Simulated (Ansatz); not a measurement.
# Random fcc alloy of Ir and Pd (108 atoms) under strain, part 3 of 3

Aim: relax random fcc alloy of Ir and Pd (108 atoms), then change its volume and shape to read moduli from the stress.

Ansatz 0.2.0; Kohn-Sham DFT, r2SCAN, PAW (set soft_2), plane waves.

The cell: 81 Pd and 27 Ir. The levels lack spin–orbit coupling.

So far. Step 11 (Compressed by 1 % along x): The relaxation converged after 3 steps, 0.00598 eV below its start, with a largest force component of 0.0045 eV/Å. Step 11 (Compressed by 1 % along x): Compressed by 1 % along x: the energy stands 0.152 eV above that of the reference, at a pressure of 2.33 GPa.

## Step 12: Sheared by 2 % in xy

A shear of the relaxed cell gives the modulus that volume changes can't reach.

input.yaml reads:

```yaml
crystal:
  lattice:
    - [11.6606, 0.12255, 0.00352]
    - [0.1226, 11.66608, 0.00245]
    - [0.00354, 0.00249, 11.66084]
  atoms:
    [... the 108 atom lines of step 4 ...]
kpoints:
  mp_grid: { grid: [2, 2, 2] }
hamiltonian:
  xc: r2scan
scf:
  occupations: { method: fermi_dirac, width: 0.1 }
output:
  forces: true
  eigenvalues: true
  stress: true
relax:
  f_tol: 0.05
  max_steps: 70
```

Run with:

```console
ansatz run input.yaml --threads 6 --pin off --max-ram 76800MiB --backend cuda --events-out ev --progress --plain --runs-dir out
```

Numbers of over 12 decimals in the logs are rounded to 6 here.

Log:

```text
[...]
GPU FFT provider: cuFFT
GPU libraries: cuBLAS 13.8.2, cuFFT 12.4.0, cuSOLVER 12.3.4
Crystal: 108 atoms, lattice volume = 1586.089 Å³
Basis set: ecut = 500 eV, 40263 PW (Γ), exchange–correlation on 360×360×360 points (64 copies of the dense FFT grid, shifted against one another)
Bands: 1151, of which v1, the nominal top of the filled ones, is band 959 counted from 1 (958 counted from 0)
Symmetry: 1 space group operations
[...]
k-points: 8
[...]
GPU buffer pool allocated for 729000 grid points (all kernels)
[...]
SCF iter   1: F=—  HF=-888453.801831 eV  |F-HF|=—  |Δ(HF+E_count)|=         —  Δρ=1.82e-2  dr2=7.91e0  dr2_τ=1.59e0  ethr=1.77e-3  ⟨swp⟩=5.0  Hψ=31153  notcnv=0  defer=773
[...]
SCF iter  12: F=-888455.059114 eV  HF=-888455.059126 eV  |F-HF|=1.20e-5  |Δ(HF+E_count)|=   5.63e-6  Δρ=2.47e-5  dr2=1.90e-5  dr2_τ=1.33e-6  ethr=3.26e-9  ⟨swp⟩=7.6  Hψ=27089  notcnv=0
SCF 1 converged in 12 iterations: F = -888455.059114 eV  dr2 = 1.90e-5
[...]
relax step   1: F+E_penalty+E_count = -888455.05911382 eV  Δ(F+E_penalty+E_count) = +0.000e0 eV  max|allowed force component| = 1.286e-1 eV/Å  Δτ_max = 0.0000 Å  (12 SCF iters, dr2 threshold 6.25e-5 eV, accepted)
[...]
GPU FFT provider: cuFFT
GPU libraries: cuBLAS 13.8.2, cuFFT 12.4.0, cuSOLVER 12.3.4
[...]
GPU buffer pool allocated for 729000 grid points (all kernels)
[...]
SCF iter  13: F=-888455.068975 eV  HF=-888455.068975 eV  |F-HF|=1.23e-8  |Δ(HF+E_count)|=   1.98e-9  Δρ=9.48e-7  dr2=2.88e-8  dr2_τ=2.25e-9  ethr=5.22e-12  ⟨swp⟩=8.8  Hψ=25018  notcnv=0
SCF 2 converged in 13 iterations: F = -888455.068975 eV  dr2 = 2.88e-8
relax step   2: F+E_penalty+E_count = -888455.06897450 eV  Δ(F+E_penalty+E_count) = -9.861e-3 eV  max|allowed force component| = 4.508e-2 eV/Å  Δτ_max = 0.0146 Å  (13 SCF iters, accepted)
[...]
GPU FFT provider: cuFFT
GPU libraries: cuBLAS 13.8.2, cuFFT 12.4.0, cuSOLVER 12.3.4
GPU buffer pool allocated for 729000 grid points (all kernels)
[...]
SCF iter   2: F=-888455.068974 eV  HF=-888455.068974 eV  |F-HF|=2.18e-8  |Δ(HF+E_count)|=   5.36e-9  Δρ=8.10e-7  dr2=3.10e-8  dr2_τ=2.42e-9  ethr=1.50e-12  ⟨swp⟩=2.0  Hψ=16852  notcnv=0
SCF 3 converged in 2 iterations: F = -888455.068974 eV  dr2 = 3.10e-8
SCF converged after 2 iterations
Free energy (F): -888455.068974 eV
[...]
Internal energy: -888450.254037 eV  (E = F + TS)
E sigma→0 (E₀):  -888452.661506 eV
Entropy (-TS):   -4.814937 eV (-44.583 meV/atom)
Fermi energy:    20.959367 eV
[...]
--- Forces (eV/Å), atoms counted from 1 ---
  atom   1  Pd     0.00497379    -0.01876075    -0.00220135
  atom   2  Pd    -0.01054717     0.00109883     0.00250609
  atom   3  Pd     0.00578257    -0.00515155     0.00061641
  atom   4  Pd     0.00975995     0.00054476    -0.00028098
  atom   5  Pd     0.00743822    -0.00878881     0.00151615
  atom   6  Pd    -0.00362950    -0.01153713    -0.00348894
  atom   7  Pd    -0.00663195    -0.00148365    -0.00285481
  atom   8  Pd     0.00222931    -0.01182664     0.00461306
  atom   9  Pd    -0.00209932    -0.01110343     0.00283676
  atom  10  Pd     0.00148931    -0.00878775     0.00237333
  atom  11  Ir    -0.00623071    -0.00969629     0.00318961
  atom  12  Ir     0.01398025    -0.00849325     0.00109850
  atom  13  Pd     0.00138071     0.00991077     0.00128769
  atom  14  Pd    -0.00013033     0.00281674     0.00351523
[...]
atom 107  Pd    -0.00703149    -0.01269431    -0.00052407
  atom 108  Pd    -0.00195703    -0.00282085    -0.00128676
  max |Σ_I F_I| component: 3.31e-5 eV/Å
--- Stress (GPa, compression-positive) ---
        0.221346      -2.148974       0.005621
       -2.148974       0.235072      -0.007182
        0.005621      -0.007182      -0.029280
  P = ⅓ Tr σ = 0.1424 GPa (1.424 kbar)
--- Band table (eV; the first three rows and the last of 8) ---
[...]
--- Relaxed structure (2 steps of the walk, 2 accepted, 0 SCFs on fresh bases) ---
  F+E_penalty+E_count = -888455.06897450 eV   max|allowed force component| = 4.508e-2 eV/Å
  atoms:
    - { symbol: Pd, position: [0.999055, 0.999285, 0.000195644] }
    - { symbol: Pd, position: [0.998151, 0.168452, 0.168136] }
    - { symbol: Pd, position: [0.165989, 0.997719, 0.166597] }
    - { symbol: Pd, position: [0.167656, 0.164954, 0.00067861] }
[...]
- { symbol: Pd, position: [0.833209, 0.834198, 0.667482] }
```

It took 26 s on 1 × NVIDIA H100 80GB HBM3 with 6 threads of AMD EPYC 7R13 (Zen 3), shared host; peak memory 2.6 GiB.

That memory is the host's; the program planned 39.9 GiB on the GPU.

The relaxation converged after 2 steps, 0.00986 eV below its start, with a largest force component of 0.045 eV/Å.

Sheared by 2 % in xy: the energy stands 0.216 eV above that of the reference, at a pressure of 0.142 GPa.

## Step 13: Pressure against volume

Atoms are relaxed at each volume, in the scaled cell.

```
volume change (%)  volume (Å³/atom)  energy change (meV/atom)  pressure (GPa)  largest move on relaxing (Å)  bonds
              -10            13.219                    128.82           31.48                          0.04    648
               -6            13.806                     42.19           16.41                          0.02    648
               -3            14.247                      9.83            7.40                          0.01    648
               +0            14.687                      0.00            0.01                             -    648
               +3            15.128                      8.58           -6.05                          0.02    648
               +6            15.569                     32.19          -10.96                          0.04    648
```

## Step 14: Uniaxial strain and shear

Stress (GPa, compression positive) less that of the relaxed cell, atoms relaxed:

```
                   strain      xx      yy      zz      xy  energy change (meV/atom)
 stretched by 1 % along x  -2.843  -1.737  -1.742   0.019                      1.34
compressed by 1 % along x   3.091   1.932   1.942  -0.018                      1.40
     sheared by 2 % in xy   0.214   0.226  -0.029  -2.142                      2.00
```

## Step 15: What came out

The bulk modulus, from the slope of pressure against ln V over the three points nearest the relaxed volume, is 224 GPa; a quadratic over all points gives a pressure derivative of about 6.2. In the Cartesian axes of the cell, finite differences give C11 = 297, C12 = 183, C13 = 184 and C66 = 107 GPa (the shear of 2 % is the engineering strain, εxy = 0.01). The mean of C11, C12 and C13, which equals the bulk modulus in a cubic or isotropic solid, is 221 GPa: it agrees with the bulk modulus within 10 %.

**Limits.** Strains are finite and relaxations stop at the force tolerance of the input, which can leave moduli too stiff; they are those of a static cell at zero temperature. Volumes are changed with the cell's shape held, so in an anisotropic solid the modulus lies over the one under free hydrostatic load. The program notes that the SCF threshold of the relaxations is loose for the stress. The host structure and its lattice constant were typed by rule, without a check against the phase diagram. The electron count is odd and the run has no spin polarisation.

The DFT runs together took 6.1 min of wall time.

[Logs are printed without paths, hosts, clocks, repeated set-up lines and the standing remarks that a program may print on its own settings, such as how far it seeks lower states.]

[Hosts, paths, dates, database ids (printed as entryN), source tags and the programs' standing remarks are cut or masked in the printed files.]
